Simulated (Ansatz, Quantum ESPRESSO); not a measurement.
# Ta(110), 5 layers, one monolayer of C on longbridge sites: vacuum level and surface dipole, part 4 of 6

Wanted: work functions and the surface dipole of Ta(110), 5 layers, one monolayer of C on longbridge sites at several levels, with their cost.

Quantum ESPRESSO 7.5; plane-wave DFT, PBE, GBRV ultrasoft pseudopotentials; geometry and cross-check by Ansatz 0.2.0 with PAW datasets.

So far. Step 8 (Self-consistent run: open boundaries by the effective …): The upper level is 6.054 eV against 6.070 eV from the periodic run.

## Step 9: SCF with pw.x: PBE, PseudoDojo norm-conserving

The geometry stays; functional or pseudopotentials change.

Level of this step: plane-wave DFT, PBE, PseudoDojo norm-conserving pseudopotentials (Quantum ESPRESSO 7.5).

Input file dojo-pbe.in:

```
&control
  prefix = 'dojo-pbe'
  outdir = './out'
  pseudo_dir = './pseudo'
  calculation = 'scf'
  tprnfor = .true.
/
&system
  ibrav = 0
  nat = 6
  ntyp = 2
  ecutwfc = 74
  ecutrho = 296
  occupations = 'smearing'
  smearing = 'mv'
  degauss = 0.02
  assume_isolated = 'esm'
  esm_bc = 'bc1'
/
&electrons
  conv_thr = 1e-07
  mixing_beta = 0.4
  electron_maxstep = 120
  mixing_mode = 'local-TF'
/
ATOMIC_SPECIES
  Ta  180.9479  Ta.dojo-sr-pbe-0.4.1-standard.upf
  C   12.0110  C.dojo-sr-pbe-0.4.1-standard.upf
CELL_PARAMETERS angstrom
  2.34052344570000 -1.65500000000000 0.00000000000000
  2.34052344570000 1.65500000000000 0.00000000000000
  0.00000000000000 0.00000000000000 28.36209378290000
ATOMIC_POSITIONS crystal
  Ta  0.000000000000 0.000000000000 -0.185673668559
  Ta  0.500000000000 0.500000000000 -0.103150725659
  Ta  0.000000000000 0.000000000000 -0.020627782759
  Ta  0.500000000000 0.500000000000 0.060637333227
  Ta  0.000000000000 0.000000000000 0.148076844328
  C   0.500000000000 0.500000000000 0.185673668559
K_POINTS automatic
  10 10 1 0 0 0
```

Started as:

```
> OMP_NUM_THREADS=1 mpirun -n 4 pw.x -nk 4 -in dojo-pbe.in > dojo-pbe.out
```

The program printed:

```text
[banner, memory and clock lines left out]
Program PWSCF v.7.5 starts
[citation notice left out]

[...]
Message from routine setup:
[...]
bravais-lattice index     =            0
     lattice parameter (alat)  =       5.4170  a.u.
     unit-cell volume          =    1482.7771 (a.u.)^3
     number of atoms/cell      =            6
     number of atomic types    =            2
     number of electrons       =        69.00
     number of Kohn-Sham states=           42
     kinetic-energy cutoff     =      74.0000  Ry
     charge density cutoff     =     296.0000  Ry
     scf convergence threshold =      1.0E-07
     mixing beta               =       0.4000
     number of iterations used =            8  local-TF  mixing
     Exchange-correlation= PBE
                           (   1   4   3   4   0   0   0)

     Effective Screening Medium Method
     Boundary Conditions: Vacuum-Slab-Vacuum
     total charge in unit cell        =   0.0000
     grid points for fit at edges     =        4

[...]
PseudoPot. # 1 for Ta read from file:
     ./pseudo/Ta.dojo-sr-pbe-0.4.1-standard.upf
     Pseudo is Norm-conserving + core correction, Zval = 13.0
     Generated using ONCVPSP code by D. R. Hamann
     Using radial grid of 1450 points,  8 beta functions with:
                l(1) =   0
                l(2) =   0
                l(3) =   1
                l(4) =   1
                l(5) =   2
                l(6) =   2
                l(7) =   3
                l(8) =   3

     PseudoPot. # 2 for C  read from file:
     ./pseudo/C.dojo-sr-pbe-0.4.1-standard.upf
     Pseudo is Norm-conserving + core correction, Zval =  4.0
     Generated using ONCVPSP code by D. R. Hamann
     Using radial grid of 1248 points,  4 beta functions with:
                l(1) =   0
                l(2) =   0
                l(3) =   1
                l(4) =   1

     atomic species   valence    mass     pseudopotential
     Ta               13.00   180.94790     Ta( 1.00)
     C                 4.00    12.01100     C ( 1.00)

      4 Sym. Ops. (no inversion) found

[...]
number of k points=    31  Marzari-Vanderbilt smearing, width (Ry)=  0.0200
[...]
Dense  grid:   127449 G-vectors     FFT dimensions: (  30,  30, 300)

     Initial potential from superposition of free atoms

     starting charge      68.9954, renormalised to      69.0000

     negative rho (up, down):  3.207E-05 0.000E+00
     Starting wfcs are   54 randomized atomic wfcs

     per-process dynamical memory:   189.3 Mb

     Self-consistent Calculation

     iteration #  1     ecut=    74.00 Ry     beta= 0.40
     Davidson diagonalization with overlap
     ethr =  1.00E-02,  avg # of iterations =  1.5

     negative rho (up, down):  3.435E-04 0.000E+00

     total energy              =    -662.37232820 Ry
     estimated scf accuracy    <       4.21952374 Ry

     iteration #  2     ecut=    74.00 Ry     beta= 0.40
[...]
negative rho (up, down):  2.018E-04 0.000E+00

[...]
total energy              =    -662.47729899 Ry
     estimated scf accuracy    <       0.38599487 Ry

     iteration #  3     ecut=    74.00 Ry     beta= 0.40
[...]
negative rho (up, down):  1.750E-06 0.000E+00

[...]
total energy              =    -662.84978509 Ry
     estimated scf accuracy    <       0.37169586 Ry

     iteration #  4     ecut=    74.00 Ry     beta= 0.40
[...]
total energy              =    -662.77364366 Ry
     estimated scf accuracy    <       0.32180263 Ry

     iteration #  5     ecut=    74.00 Ry     beta= 0.40
[...]
total energy              =    -662.79860051 Ry
     estimated scf accuracy    <       0.08412492 Ry

     iteration #  6     ecut=    74.00 Ry     beta= 0.40
[...]
c_bands:  3 eigenvalues not converged
     c_bands:  2 eigenvalues not converged
     c_bands:  1 eigenvalues not converged
[...]
total energy              =    -662.82433931 Ry
     estimated scf accuracy    <       0.08935609 Ry

[...]
iteration # 33     ecut=    74.00 Ry     beta= 0.40
[...]
negative rho (up, down):  1.269E-05 0.000E+00

[...]
total energy              =    -662.83862373 Ry
     estimated scf accuracy    <       0.00000062 Ry

     iteration # 34     ecut=    74.00 Ry     beta= 0.40
[...]
c_bands:  3 eigenvalues not converged
     c_bands:  2 eigenvalues not converged
[...]
negative rho (up, down):  1.148E-05 0.000E+00

[...]
total energy              =    -662.83861619 Ry
     estimated scf accuracy    <       0.00000109 Ry

     iteration # 35     ecut=    74.00 Ry     beta= 0.40
[...]
c_bands:  1 eigenvalues not converged
[...]
negative rho (up, down):  2.104E-08 0.000E+00

[...]
total energy              =    -662.83860214 Ry
     estimated scf accuracy    <       0.00000071 Ry

     iteration # 36     ecut=    74.00 Ry     beta= 0.40
[...]
End of self-consistent calculation

          k = 0.0000 0.0000 0.0000 ( 16007 PWs)   bands (ev):

   -73.0139 -72.9620 -72.7401 -72.6405 -72.5493 -39.8020 -39.7154 -39.4418
   -39.2963 -39.1312 -39.1293 -39.0866 -38.9247 -38.9112 -38.7883 -38.7296
   -38.6656 -38.6302 -38.6190 -38.5556 -17.1755 -12.9630 -11.8985 -10.6388
    -9.9801  -9.9198  -7.2905  -7.0627  -6.7946  -6.5885  -6.3288  -5.7553
    -5.6469  -5.2060  -5.0003  -4.8855  -4.6460  -4.3502  -4.3199  -3.6871
    -3.1222  -2.2070

          k = 0.0612 0.0866 0.0000 ( 16012 PWs)   bands (ev):

   -73.0085 -72.9562 -72.7343 -72.6346 -72.5452 -39.7758 -39.7007 -39.4534
   -39.3489 -39.2024 -39.1288 -39.1177 -38.9544 -38.9487 -38.8560 -38.7107
   -38.7063 -38.6821 -38.6493 -38.5868 -16.9487 -12.6533 -11.6277 -10.3811
    -9.7782  -9.6016  -7.6390  -7.1954  -6.7957  -6.4235  -6.3281  -5.8468
    -5.6726  -5.4653  -5.1341  -4.9980  -4.7451  -4.6719  -4.2063  -3.0970
    -2.8324  -2.4206

[...]
the Fermi energy is    -5.4564 ev

!    total energy              =    -662.83858719 Ry
     estimated scf accuracy    <       0.00000004 Ry
     smearing contrib. (-TS)   =       0.00278240 Ry
     internal energy E=F+TS    =    -662.84136959 Ry

     The total energy is F=E-TS. E is the sum of the following terms:
     one-electron contribution =   16612.32503853 Ry
     hartree contribution      =   -8331.81297680 Ry
     xc contribution           =    -152.07110424 Ry
     ewald contribution        =   -8791.28232707 Ry

     convergence has been achieved in  36 iterations

     Forces acting on atoms (cartesian axes, Ry/au):

     atom    1 type  1   force =     0.00000000    0.00000000    0.01785699
     atom    2 type  1   force =     0.00000000    0.00000000   -0.02050244
     atom    3 type  1   force =     0.00000000    0.00000000    0.00351439
     atom    4 type  1   force =     0.00000000    0.00000000   -0.00104744
     atom    5 type  1   force =     0.00000000    0.00000000    0.00267015
     atom    6 type  2   force =     0.00000000    0.00000000   -0.00296110

     Total force =     0.027723     Total SCF correction =     0.001633

[...]
```

Run time: 6.1 min. Hardware: 4 MPI ranks of Intel Xeon Platinum 8488C (Sapphire Rapids), shared host; peak memory 1.1 GiB; 24 min of CPU time.

Numbers from this step:

```
free energy                                                    : -9018.3784 eV
Fermi energy                                                   : -5.456 eV
vacuum line at the lower end of the cell, over the Fermi level : 4.842 eV
vacuum line at the upper end of the cell, over the Fermi level : 6.071 eV
```

The potential energy, planar mean oscillates, so the rows of the table below give means over windows of 2.36 Å about each position, cut where the curve ends. Its maxima inside the range that stand out by 2 % of the span (Å: eV): -4.1: -1.27, -1.8: -1.35, 0.6: -1.57, 2.9: -0.796. Its minima: -5.3: -30.0, -2.9: -29.9, -0.6: -29.8, 1.7: -29.8, 4.2: -30.5.

Electrostatic potential energy of an electron; zero at the Fermi level. The potential energy, planar mean by z; means over each step:

```csv
z (Å),"potential energy, planar mean (eV)"
-13.00,4.84
-10.64,4.84
-8.28,4.65
-5.92,-11.3
-3.56,-13.5
-1.20,-13.5
1.16,-13.7
3.52,-13.3
5.88,-1.62
8.24,6.06
10.60,6.07
12.96,6.07
```

The upper face goes from 6.054 eV (PBE, GBRV) to 6.071 eV, a change of +0.017 eV, a small one, from the pseudopotentials and their cutoffs.

## Step 10: SCF with pw.x: RPBE, GBRV ultrasoft

Level of this step: plane-wave DFT, RPBE, GBRV ultrasoft pseudopotentials made under PBE (Quantum ESPRESSO 7.5). input_dft overrides the functional of the files.

gbrv-rpbe.in is the input of step 9 with these lines changed:

```diff
@@ -1,3 +1,3 @@
 &control
-  prefix = 'dojo-pbe'
+  prefix = 'gbrv-rpbe'
   outdir = './out'
@@ -11,4 +11,5 @@
   ntyp = 2
-  ecutwfc = 74
-  ecutrho = 296
+  ecutwfc = 40
+  ecutrho = 200
+  input_dft = 'rpbe'
   occupations = 'smearing'
@@ -26,4 +27,4 @@
 ATOMIC_SPECIES
-  Ta  180.9479  Ta.dojo-sr-pbe-0.4.1-standard.upf
-  C   12.0110  C.dojo-sr-pbe-0.4.1-standard.upf
+  Ta  180.9479  ta_pbe_v1.uspp.F.UPF
+  C   12.0110  c_pbe_v1.2.uspp.F.UPF
 CELL_PARAMETERS angstrom
```

Started as:

```
> OMP_NUM_THREADS=1 mpirun -n 4 pw.x -nk 4 -in gbrv-rpbe.in > gbrv-rpbe.out
```

The program printed:

```text
[banner, memory and clock lines left out]
Program PWSCF v.7.5 starts
[citation notice left out]

[...]
Message from routine setup:
[...]
bravais-lattice index     =            0
     lattice parameter (alat)  =       5.4170  a.u.
     unit-cell volume          =    1482.7771 (a.u.)^3
     number of atoms/cell      =            6
     number of atomic types    =            2
     number of electrons       =        69.00
     number of Kohn-Sham states=           42
     kinetic-energy cutoff     =      40.0000  Ry
     charge density cutoff     =     200.0000  Ry
     scf convergence threshold =      1.0E-07
     mixing beta               =       0.4000
     number of iterations used =            8  local-TF  mixing
     Exchange-correlation= RPBE
                           (   1   4  44   4   0   0   0)

     Effective Screening Medium Method
     Boundary Conditions: Vacuum-Slab-Vacuum
     total charge in unit cell        =   0.0000
     grid points for fit at edges     =        4

[...]
PseudoPot. # 1 for Ta read from file:
     ./pseudo/ta_pbe_v1.uspp.F.UPF
     Pseudo is Ultrasoft + core correction, Zval = 13.0
     Generated by new atomic code, or converted to UPF format
     Using radial grid of  921 points,  7 beta functions with:
                l(1) =   0
                l(2) =   0
                l(3) =   1
                l(4) =   1
                l(5) =   2
                l(6) =   2
                l(7) =   3
     Q(r) pseudized with  6 coefficients,  rinner =    1.300   1.300   1.300
                                                       1.300   1.300   1.300
                                                       1.300

     PseudoPot. # 2 for C  read from file:
     ./pseudo/c_pbe_v1.2.uspp.F.UPF
     Pseudo is Ultrasoft + core correction, Zval =  4.0
     Generated by new atomic code, or converted to UPF format
     Using radial grid of  721 points,  4 beta functions with:
                l(1) =   0
                l(2) =   0
                l(3) =   1
                l(4) =   1
     Q(r) pseudized with  8 coefficients,  rinner =    1.100   1.100   1.100

     atomic species   valence    mass     pseudopotential
     Ta               13.00   180.94790     Ta( 1.00)
     C                 4.00    12.01100     C ( 1.00)

      4 Sym. Ops. (no inversion) found

[...]
number of k points=    31  Marzari-Vanderbilt smearing, width (Ry)=  0.0200
[...]
Dense  grid:    70741 G-vectors     FFT dimensions: (  25,  25, 243)

     Smooth grid:    50599 G-vectors     FFT dimensions: (  24,  24, 216)

     Initial potential from superposition of free atoms

     starting charge      68.9944, renormalised to      69.0000

     negative rho (up, down):  4.682E-01 0.000E+00
     Starting wfcs are   69 randomized atomic wfcs

     per-process dynamical memory:   102.2 Mb

     Self-consistent Calculation

     iteration #  1     ecut=    40.00 Ry     beta= 0.40
     Davidson diagonalization with overlap
     ethr =  1.00E-02,  avg # of iterations =  1.2

     negative rho (up, down):  4.734E-01 0.000E+00

     total energy              =    -720.75564931 Ry
     estimated scf accuracy    <       5.75810194 Ry

     iteration #  2     ecut=    40.00 Ry     beta= 0.40
[...]
negative rho (up, down):  4.783E-01 0.000E+00

[...]
total energy              =    -720.81968302 Ry
     estimated scf accuracy    <       0.72203073 Ry

     iteration #  3     ecut=    40.00 Ry     beta= 0.40
[...]
negative rho (up, down):  4.829E-01 0.000E+00

[...]
total energy              =    -720.86269290 Ry
     estimated scf accuracy    <       0.23393390 Ry

     iteration #  4     ecut=    40.00 Ry     beta= 0.40
[...]
negative rho (up, down):  4.844E-01 0.000E+00

[...]
total energy              =    -720.91795402 Ry
     estimated scf accuracy    <       0.08504314 Ry

     iteration #  5     ecut=    40.00 Ry     beta= 0.40
[...]
negative rho (up, down):  4.878E-01 0.000E+00

[...]
total energy              =    -720.92097052 Ry
     estimated scf accuracy    <       0.04700047 Ry

     iteration #  6     ecut=    40.00 Ry     beta= 0.40
[...]
negative rho (up, down):  4.893E-01 0.000E+00

[...]
total energy              =    -720.92716285 Ry
     estimated scf accuracy    <       0.02263050 Ry

[...]
iteration # 29     ecut=    40.00 Ry     beta= 0.40
[...]
c_bands:  2 eigenvalues not converged
     c_bands:  1 eigenvalues not converged
[...]
negative rho (up, down):  4.918E-01 0.000E+00

[...]
total energy              =    -720.92866598 Ry
     estimated scf accuracy    <       0.00000022 Ry

     iteration # 30     ecut=    40.00 Ry     beta= 0.40
[...]
c_bands:  1 eigenvalues not converged
[...]
negative rho (up, down):  4.918E-01 0.000E+00

[...]
total energy              =    -720.92862815 Ry
     estimated scf accuracy    <       0.00000028 Ry

     iteration # 31     ecut=    40.00 Ry     beta= 0.40
[...]
c_bands:  1 eigenvalues not converged
[...]
negative rho (up, down):  4.919E-01 0.000E+00

[...]
total energy              =    -720.92862550 Ry
     estimated scf accuracy    <       0.00000016 Ry

     iteration # 32     ecut=    40.00 Ry     beta= 0.40
[...]
c_bands:  1 eigenvalues not converged
[...]
negative rho (up, down):  4.919E-01 0.000E+00

[...]
End of self-consistent calculation

          k = 0.0000 0.0000 0.0000 (  6413 PWs)   bands (ev):

   -73.0117 -72.9662 -72.7450 -72.6431 -72.5521 -39.7759 -39.6903 -39.4154
   -39.2626 -39.1079 -39.1015 -39.0745 -38.9006 -38.8867 -38.7648 -38.7062
   -38.6438 -38.6094 -38.5959 -38.5332 -17.0833 -12.8767 -11.8138 -10.5516
    -9.8757  -9.8190  -7.1913  -6.9501  -6.6833  -6.4911  -6.2171  -5.6452
    -5.5337  -5.1092  -4.8823  -4.7706  -4.5482  -4.2362  -4.2332  -3.6010
    -3.0100  -2.0988

          k = 0.0612 0.0866 0.0000 (  6393 PWs)   bands (ev):

   -73.0063 -72.9605 -72.7393 -72.6373 -72.5481 -39.7505 -39.6754 -39.4259
   -39.3160 -39.1756 -39.1142 -39.0935 -38.9297 -38.9240 -38.8320 -38.6883
   -38.6831 -38.6600 -38.6270 -38.5641 -16.8570 -12.5677 -11.5435 -10.2946
    -9.6735  -9.5042  -7.5347  -7.0870  -6.6868  -6.3249  -6.2217  -5.7416
    -5.5624  -5.3623  -5.0181  -4.9035  -4.6546  -4.5554  -4.0915  -2.9978
    -2.7236  -2.3020

[...]
the Fermi energy is    -5.3594 ev

!    total energy              =    -720.92860984 Ry
     estimated scf accuracy    <       0.00000010 Ry
     smearing contrib. (-TS)   =       0.00279406 Ry
     internal energy E=F+TS    =    -720.93140390 Ry

     The total energy is F=E-TS. E is the sum of the following terms:
     one-electron contribution =   16620.45625001 Ry
     hartree contribution      =   -8335.07576756 Ry
     xc contribution           =    -215.02955928 Ry
     ewald contribution        =   -8791.28232707 Ry

     convergence has been achieved in  32 iterations

     negative rho (up, down):  4.919E-01 0.000E+00

     Forces acting on atoms (cartesian axes, Ry/au):

     atom    1 type  1   force =     0.00000000    0.00000000    0.01220472
     atom    2 type  1   force =     0.00000000    0.00000000   -0.02106501
     atom    3 type  1   force =     0.00000000    0.00000000    0.00352533
     atom    4 type  1   force =     0.00000000    0.00000000   -0.00075814
     atom    5 type  1   force =     0.00000000    0.00000000    0.00181290
     atom    6 type  2   force =     0.00000000    0.00000000    0.00373037

     Total force =     0.024958     Total SCF correction =     0.002888
     SCF correction compared to forces is large: reduce conv_thr to get better values

[...]
```

Run time: 2.2 min. Hardware: 4 MPI ranks; peak memory 0.92 GiB.

Numbers from this step:

| Quantity | Value |
| --- | --- |
| free energy | -9808.7334 eV |
| Fermi energy | -5.359 eV |
| vacuum line at the lower end of the cell, over the Fermi level | 4.752 eV |
| vacuum line at the upper end of the cell, over the Fermi level | 5.967 eV |

The potential energy, planar mean oscillates, so the rows of the table below give means over windows of 2.34 Å about each position, cut where the curve ends. Its maxima inside the range that stand out by 2 % of the span (Å: eV): -4.1: -1.32, -1.8: -1.38, 0.6: -1.66, 2.9: -0.914. Its minima: -5.5: -7.97, -2.9: -7.78, -0.6: -7.73, 1.9: -7.75, 5.0: -11.6.

Electrostatic potential energy of an electron; zero at the Fermi level. Table of potential energy, planar mean by z; means over each step:

```csv
z (Å),"potential energy, planar mean (eV)"
-12.95,4.75
-10.61,4.75
-8.27,4.56
-5.93,-3.73
-3.59,-5.41
-1.25,-5.42
1.09,-5.57
3.43,-5.55
5.77,-2.08
8.11,5.95
10.45,5.97
12.79,5.97
```

The upper face goes from 6.054 eV (PBE, GBRV) to 5.967 eV, a change of -0.087 eV.

[end of part 4 of 6]

[Logs are printed without paths, hosts, clocks, repeated set-up lines and the standing remarks that a program may print on its own settings, such as how far it seeks lower states.]

[Hosts, paths, dates, database ids (printed as entryN), source tags and the programs' standing remarks are cut or masked in the printed files.]

[Maps of the electrostatic potential energy from Ansatz leave out the sawtooth potential of an applied field or a dipole correction, so their vacuum need not be flat; planar profiles and work functions include it.]
